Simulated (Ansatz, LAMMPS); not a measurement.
**A frame of liquid mixture of acetonitrile and H2O from 300 K (138 atoms): geometry optimisation**

Aim: bring a frame of liquid mixture of acetonitrile and H2O from 300 K (138 atoms) to a nearby minimum of the energy and see what moves.

Calculated with Ansatz 0.2.0; Kohn-Sham DFT, PBE+D3(BJ), PAW (set soft_2), plane waves.

## (1) The starting structure

The cell holds 138 atoms: 18 C, 9 N, 83 H and 28 O. Its edges and angles: a = 11.757 Å, b = 11.757 Å, c = 11.757 Å, α = 90.0°, β = 90.0°, γ = 90.0°. 9 acetonitrile, 28 H2O placed at random, at 0.893 g/cm³; overlaps pushed apart, then 10 ps at 450 K with MMFF94 bonds, angles, torsions, charges and radii (Halgren, J. Comput. Chem. 17, 490 (1996)) in harmonic and 12-6 forms; SPC/E water (Berendsen, Grigera and Straatsma, J. Phys. Chem. 91, 6269 (1987)). Snapshot after 20 ps at 300 K and fixed volume.

Before any run, some limits are plain. The network of contacts between molecules at the start is that of the classical potential that made the cell. The density was typed from a rule of thumb and may lie off the real one at this temperature. Only the Γ point is sampled, in a cell whose shortest periodic width is 12 Å.

## (2) Single point at the start

A single point comes first, to see the forces before anything moves.

input.yaml reads:

```yaml
crystal:
  lattice:
    - [11.75671, 0.0, 0.0]
    - [0.0, 11.75671, 0.0]
    - [0.0, 0.0, 11.75671]
  atoms:
    - { symbol: C, position: [0.10622, 0.95576, 0.66758] }
    - { symbol: C, position: [0.00772, 0.9235, 0.72882] }
    - { symbol: "N", position: [0.9277, 0.89982, 0.77556] }
    - { symbol: H, position: [0.09118, 0.03482, 0.62058] }
    [... 128 atom lines left out ...]
    - { symbol: O, position: [0.19131, 0.64659, 0.5941] }
    - { symbol: H, position: [0.24924, 0.69382, 0.6347] }
    - { symbol: H, position: [0.22929, 0.57897, 0.55917] }
    - { symbol: O, position: [0.41115, 0.27792, 0.08381] }
    - { symbol: H, position: [0.34238, 0.28004, 0.13383] }
    - { symbol: H, position: [0.42379, 0.35481, 0.04972] }
kpoints:
  mp_grid: { grid: [1, 1, 1] }
hamiltonian:
  xc: pbe
  dispersion: d3bj
scf:
  occupations: { method: gaussian, width: 0.05 }
output:
  forces: true
  stress: true
  populations: intrinsic
  dos:
    method: { smearing: { sigma: 0.15 } }
    de: 0.1
    projected: { site_lists: { C: [C], H: [H], "N": ["N"], O: [O] } }
  eigenvalues: true
```

Started as:

```console
> ansatz run input.yaml --threads 4 --pin off --max-ram 8192MiB --backend cpu --events-out ev --progress --plain --runs-dir out
```

It took 13 s on 4 threads of Intel Xeon 6975P-C (Granite Rapids), shared host; peak memory 1.9 GiB; 46 s of CPU time.

The run gave:

* free energy: -25191.8174 eV
* free energy per atom: -182.5494 eV/atom
* SCF cycles: 11
* pressure: -1.376 GPa
* r.m.s. force component: 0.7919 eV/Å
* longest force: 4.902 eV/Å
* Fermi energy: -0.06082 eV
* gap (highest filled to lowest empty level): 4.182 eV

The r.m.s. force component of 0.79 eV/Å and the pressure of -1.4 GPa set the starting point.

Neighbours are counted within 1.21 Å (H-O), 1.34 Å (H-C), 1.85 Å (C-C), 1.62 Å (C-N).

Length of the force by element and coordination:

```
element  coordination  atoms  mean length of the force (eV/Å)  spread   least  most
      C           all     18                             2.00    1.15   0.440  4.60
      C             2      9                             2.04    1.45   0.440  4.60
      C             4      9                             1.96   0.757   0.952  3.46
      H           all     83                            0.995   0.395   0.263  2.00
      N           all      9                             2.03    1.40   0.362  4.90
      O           all     28                            0.636   0.283  0.0747  1.17
```

## (3) Relaxation

The atoms are relaxed in the fixed cell, aiming at the force tolerance of the input.

input.yaml, the sections that differ from step 2:

```yaml
output:
  forces: true
relax:
  f_tol: 0.03
  max_steps: 200
# crystal, kpoints, hamiltonian, scf: as in step 2
```

The job ended after 3.3 min (4 threads; peak memory 1.9 GiB).

The steps of the relaxation (22 of 41):

| step | energy less that of the first step (eV) | largest force component (eV/Å) |
| --- | --- | --- |
| 1 | 0.0000 | 4.0663 |
| 3 | -4.4781 | 1.8468 |
| 5 | -5.3805 | 1.7270 |
| 7 | -5.9793 | 0.5519 |
| 9 | -6.2730 | 0.5655 |
| 11 | -6.4169 | 0.4244 |
| 12 | -6.4167 | 0.4744 |
| 14 | -6.4167 | 0.4720 |
| 16 | -6.4716 | 0.0777 |
| 18 | -6.5035 | 0.4778 |
| 20 | -6.5632 | 0.4705 |
| 22 | -6.6409 | 0.3697 |
| 24 | -6.7259 | 0.5089 |
| 26 | -6.8096 | 0.7330 |
| 28 | -6.8502 | 0.0257 |
| 30 | -6.8674 | 0.1803 |
| 31 | -6.8735 | 0.2024 |
| 33 | -6.8819 | 0.2335 |
| 35 | -6.8860 | 0.1704 |
| 37 | -6.8882 | 0.0554 |
| 39 | -6.8891 | 0.0431 |
| 41 | -6.8892 | 0.0140 |

Relaxation steps 12, 14 were tried and not accepted.

The atoms that moved most (Å):

| atom | dx | dy | dz | length |
| --- | --- | --- | --- | --- |
| H5 | -0.251 | 1.559 | -0.532 | 1.666 |
| N3 | 1.052 | 1.199 | 0.429 | 1.652 |
| O100 | -0.049 | 1.443 | 0.744 | 1.624 |
| H4 | 1.100 | 1.069 | 0.241 | 1.553 |
| N27 | -0.456 | 1.128 | 0.809 | 1.461 |
| H24 | 1.337 | 0.477 | 0.297 | 1.451 |
| C2 | 0.846 | 1.115 | 0.100 | 1.403 |
| H101 | -0.321 | 1.189 | 0.647 | 1.391 |

The relaxation changed the energy by -49.9 meV/atom, and atoms moved by 0.79 Å r.m.s., 1.7 Å at most.

## (4) Distances and neighbours after relaxation

Bonds before and after, by the cutoffs listed below:

```
pair  bonds before  bonds after  mean before (Å)  mean after (Å)  spread before (Å)  spread after (Å)
 H-O            56           56            1.000           0.987              0.000             0.008
 H-C            27           27            1.094           1.099              0.032             0.002
 C-C             9            9            1.466           1.444              0.028             0.002
 C-N             9            9            1.154           1.162              0.018             0.001
```

Density 0.893 g/cm³, 11.78 Å³ an atom.

Pair distribution functions g(r), in bins of 0.2 Å:

```
r (Å)  total   H-H    H-O   H-C   H-N   O-O   O-C
 0.90   3.64  0.00  14.90  0.00  0.00  0.00  0.00
 1.10   2.32  0.00   1.32  9.89  0.00  0.00  0.00
 1.30   0.00  0.00   0.00  0.00  0.00  0.00  0.00
 1.50   1.06  2.08   0.00  0.00  0.00  0.00  0.00
 1.70   0.81  1.32   1.29  0.00  0.27  0.00  0.00
 1.90   0.68  0.34   1.69  0.00  1.87  0.00  0.00
 2.10   0.70  0.32   0.39  2.71  0.82  0.00  0.00
 2.30   0.56  1.27   0.26  0.00  0.50  0.00  0.00
 2.50   0.65  1.41   0.41  0.14  0.27  0.00  0.00
 2.70   0.71  0.86   0.30  0.23  0.00  4.40  0.00
 2.90   0.59  0.60   0.42  0.35  0.11  3.22  0.00
 3.10   0.97  0.68   1.40  0.36  3.34  1.07  0.00
 3.30   1.12  0.93   1.92  0.87  1.18  0.00  1.39
 3.50   1.12  0.83   1.36  1.34  1.14  0.54  2.21
 3.70   1.14  1.10   1.17  1.22  1.07  0.35  1.59
 3.90   0.93  0.88   0.90  1.10  0.62  0.76  1.35
 4.10   1.18  1.16   0.83  1.70  1.09  1.17  1.75
 4.30   1.00  1.14   0.90  0.89  0.93  0.88  0.90
 4.50   1.06  1.08   0.94  1.17  1.19  1.23  1.08
 4.70   1.11  1.06   0.96  1.35  0.95  1.19  1.45
 4.90   1.08  1.25   0.81  0.97  1.11  1.18  1.13
 5.10   1.01  0.95   1.09  1.15  0.80  0.63  0.84
 5.30   1.04  0.95   1.08  1.12  1.17  0.76  1.42
 5.50   0.99  0.97   1.00  0.89  1.03  1.04  1.10
 5.70   0.99  0.95   1.23  0.99  0.99  0.66  0.83
```

Bonds by pair of elements; cutoffs follow the first minimum of g(r), held within bounds set by covalent radii, and pairs that aren't listed don't count as bonded:

| pair A-B | cutoff (Å) | bonds | mean length (Å) | spread (Å) | shortest (Å) | B about A | A about B |
| --- | --- | --- | --- | --- | --- | --- | --- |
| H-O | 1.21 | 56 | 0.987 | 0.008 | 0.974 | 0.675 | 2 |
| H-C | 1.34 | 27 | 1.10 | 0.002 | 1.10 | 0.325 | 1.5 |
| C-C | 1.82 | 9 | 1.44 | 0.002 | 1.44 | 1 | 1 |
| C-N | 1.62 | 9 | 1.16 | 0.001 | 1.16 | 0.5 | 1 |

How many atoms have how many bonded neighbours:

| element | mean | 1 | 2 | 4 |
| --- | --- | --- | --- | --- |
| C | 3 | 0 | 9 | 9 |
| H | 1 | 83 | 0 | 0 |
| N | 1 | 9 | 0 | 0 |
| O | 2 | 0 | 28 | 0 |

Bond angles, per cent of each kind in bins of 5°:

```csv
angle (°),H-O-H,H-C-H,C-C-H
100–105,57.1,0.0,0.0
105–110,42.9,74.1,70.4
110–115,0.0,25.9,29.6
```

Bond angles (no mean is given where the spread exceeds 20°):

| angle | count | mean (°) | spread (°) |
| --- | --- | --- | --- |
| H-O-H | 28 | 105 | 1.9 |
| H-C-H | 27 | 109 | 0.9 |
| C-C-H | 27 | 110 | 0.7 |
| C-C-N | 9 | 179 | 0.4 |

Hydrogen bonds between water molecules (O–O under 3.5 Å, H–O···O angle under 30°):

```
hydrogen bonds to other water  molecules
                            0          0
                            1          1
                            2          6
                            3         16
                            4          4
                            5          1
```

Bond length by coordination (bonds to H left out):

```
element  coordination  atoms  mean bond length (Å)
      C             2      9                  1.30
      C             4      9                  1.44
```

Counting bonds as in the table, 50 % of C atoms have 2 and as many 4, all H atoms have 1, all N atoms have 1 and all O atoms have 2 bonded neighbours. The H-O-H angle averages 105° with a spread of 1.9°. The 28 water molecules hold 2.93 hydrogen bonds each to other water on average, with a mean O–O distance of 2.83 Å.

## (5) Single point at the relaxed geometry

The electronic structure is read at the final geometry, in a run of its own.

input.yaml reads:

```yaml
crystal:
  lattice:
    - [11.75671, 0.0, 0.0]
    - [0.0, 11.75671, 0.0]
    - [0.0, 0.0, 11.75671]
  atoms:
    - { symbol: C, position: [0.1575, 0.03658, 0.64393] }
    - { symbol: C, position: [0.07969, 0.01832, 0.73736] }
    - { symbol: "N", position: [0.01714, 0.00182, 0.81207] }
    - { symbol: H, position: [0.18471, 0.12578, 0.64107] }
    [... 128 atom lines left out ...]
    - { symbol: O, position: [0.14264, 0.648, 0.60252] }
    - { symbol: H, position: [0.20161, 0.70084, 0.62822] }
    - { symbol: H, position: [0.18413, 0.57536, 0.59466] }
    - { symbol: O, position: [0.38405, 0.2378, 0.11292] }
    - { symbol: H, position: [0.32146, 0.26131, 0.16416] }
    - { symbol: H, position: [0.40141, 0.30808, 0.06875] }
kpoints:
  mp_grid: { grid: [1, 1, 1] }
hamiltonian:
  xc: pbe
  dispersion: d3bj
scf:
  occupations: { method: gaussian, width: 0.05 }
output:
  forces: true
  stress: true
  populations: true
  dos:
    method: { smearing: { sigma: 0.15 } }
    de: 0.1
    projected: { site_lists: { C: [C], H: [H], "N": ["N"], O: [O] } }
  eigenvalues: true
  write_density: true
  write_potential: true
  volumetric_format: npy
  elf: true
```

It took 12 s on 4 threads; peak memory 1.9 GiB.

The program notes that the exchange-correlation potential is rough where the density is thin.

Read from the output:

* free energy: -25198.7066 eV
* free energy per atom: -182.5993 eV/atom
* SCF cycles: 10
* pressure: -0.5119 GPa
* r.m.s. force component: 0.00319 eV/Å
* longest force: 0.0201 eV/Å
* Fermi energy: -0.1391 eV
* gap (highest filled to lowest empty level): 5.071 eV
* spilling of the projection: 0.01329

Löwdin charges by element and coordination (they lack the spilled electrons, 0.035 e an atom on average):

```csv
element,coordination,atoms,mean charge (e),spread,least,most
C,all,18,-0.102,0.383,-0.495,0.312
C,2,9,0.281,0.0132,0.266,0.312
C,4,9,-0.485,0.0066,-0.495,-0.475
H,all,83,0.345,0.0658,0.242,0.409
N,all,9,-0.233,0.0121,-0.254,-0.214
O,all,28,-0.706,0.0144,-0.729,-0.673
```

Density of states as counts of states in windows of 1 eV (from the Fermi level), total and the larger projections:

| from (eV) | to (eV) | total | O p | H s | C p | N p |
| --- | --- | --- | --- | --- | --- | --- |
| -18 | -16 | 0.0 | 0.0 | 0.0 | 0.0 | 0.0 |
| -16 | -15 | 14.6 | 0.0 | 3.2 | 3.7 | 0.0 |
| -15 | -14 | 3.4 | 0.0 | 0.8 | 0.9 | 0.0 |
| -14 | -10 | 0.0 | 0.0 | 0.0 | 0.0 | 0.0 |
| -10 | -9 | 18.5 | 10.9 | 5.2 | 0.9 | 0.6 |
| -9 | -8 | 55.2 | 26.8 | 14.2 | 9.2 | 0.7 |
| -8 | -7 | 29.8 | 1.0 | 7.4 | 18.8 | 1.8 |
| -7 | -6 | 24.8 | 11.1 | 3.7 | 5.1 | 2.1 |
| -6 | -5 | 32.2 | 16.6 | 1.8 | 1.6 | 7.0 |
| -5 | -4 | 56.5 | 19.2 | 3.6 | 12.2 | 18.3 |
| -4 | -3 | 39.2 | 35.7 | 0.4 | 1.2 | 1.4 |
| -3 | -2 | 19.7 | 19.2 | 0.1 | 0.2 | 0.1 |
| -2 | 2 | 0.0 | 0.0 | 0.0 | 0.0 | 0.0 |
| 2 | 3 | 10.3 | 0.2 | 2.5 | 3.5 | 2.7 |
| 3 | 4 | 34.6 | 0.5 | 6.9 | 12.1 | 9.7 |
| 4 | 5 | 19.2 | 0.6 | 6.8 | 1.1 | 0.5 |

Between -22 and -18 eV lie 74 more states.

The levels nearest the highest filled one (over half full), pooled over k-points and spins:

```csv
level less the highest filled one (eV),occupation
-0.334,2
-0.255,2
-0.246,2
-0.172,2
-0.143,2
0,2
5.07,0
5.30,0
5.43,0
5.50,0
5.55,0
5.63,0
```

Mean Löwdin charges: C -0.10, H +0.34, N -0.23, O -0.71 e (they miss 1.3 % of the electrons, so they add up to more than the cell's charge). The largest share in the top eV of filled states is O p (98 % of the projected weight), and in the lowest eV of empty states C p (43 % of the projected weight).

## (6) Results

| Item | Value |
| --- | --- |
| energy change in the relaxation | -49.92 meV/atom |
| r.m.s. displacement | 0.789 Å |
| largest displacement | 1.666 Å |
| free energy per atom | -182.5993 eV/atom |
| pressure | -0.5119 GPa |
| r.m.s. force component | 0.00319 eV/Å |
| gap (highest filled to lowest empty level) | 5.071 eV |
| wall time of the 3 DFT runs | 3.8 min |

What this shows: Relaxation lowers the energy by 49.9 meV/atom and moves atoms by 0.79 Å r.m.s.; the r.m.s. force component goes from 0.79 to 0.0032 eV/Å, the pressure goes from -1.4 to -0.51 GPa, and the gap from 4.18 to 5.07 eV. By the final cutoffs no bond was broken or made. From the first step to the last the energy fell by 6.889 eV, and the largest move was 1.67 Å (H5, with 1 other atom within 2 % of it). The C-C bonds change most in mean length: from 1.466 Å (spread 0.028) to 1.444 Å (spread 0.002). Counting bonds as in the table, 50 % of C atoms have 2 and as many 4, all H atoms have 1, all N atoms have 1 and all O atoms have 2 bonded neighbours. The 28 water molecules hold 2.93 hydrogen bonds each to other water on average, with a mean O–O distance of 2.83 Å. Between filled and empty levels lie 5.07 eV (at Γ alone); a semilocal functional tends to put such gaps too low. In a disordered cell it changes from sample to sample and from frame to frame.

What to keep in mind: The network of contacts between molecules at the start is that of the classical potential that made the cell; in DFT atoms moved by 0.79 Å r.m.s.

[Logs are printed without paths, hosts, clocks, repeated set-up lines and the standing remarks that a program may print on its own settings, such as how far it seeks lower states.]

[Hosts, paths, dates, database ids (printed as entryN), source tags and the programs' standing remarks are cut or masked in the printed files.]

[The MMFF94 radii named for the starting cell were scaled by 0.96; in molecules described by MMFF94, hydrogen bound to N, O or S took a small fixed 12-6 site in their place.]
